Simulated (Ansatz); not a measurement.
In doubt: one-shot GW on d or f shells is unsure, so the values of those runs are not to be relied on.

Rows from a G0W0 calculation on GaCuSe2 (I-42d) (Ansatz 0.2.0; G0W0 on PBE+U, plane waves, PAW; PAW set soft_1; 4×4×4 mesh, 726 empty bands, screening to 150 eV, PAW set soft_1 files), in eV. Spin-orbit coupling is left out.

```csv
row,Σx,Σc,Vxc,Z
A,-10.88,-3.63,-14.73,0.77
B,-24.61,2.58,-21.74,0.74
C,-24.21,2.48,-21.43,0.74
D,-8.50,-3.52,-12.03,0.78
```

**Question.** Which rows are filled states and which are empty ones, and how can one tell?

Filled: B and C. Empty: A and D. The sign of Σc tells: for a filled state bare exchange, which holds its interaction with itself, lies below Vxc (Σx − Vxc is -2.8 eV or lower here) and screening gives part back as a positive Σc. For an empty state Σx lies above Vxc (+3.5 eV or more) and the Coulomb hole leaves Σc negative.

[Paths, hosts, dates, memory and timing lines, banners, echoed tables and standing remarks are left out of the program output.]

[Logs are printed without paths, hosts, clocks, repeated set-up lines and the standing remarks that a program may print on its own settings, such as how far it seeks lower states.]

[Runs of the session that timed out or met a known fault of the program may be left out.]

[Cells called generated may have been cut or substituted from an entry of the Crystallography Open Database or the Materials Project.]

[Hosts, paths, dates, database ids (printed as entryN), source tags and the programs' standing remarks are cut or masked in the printed files.]
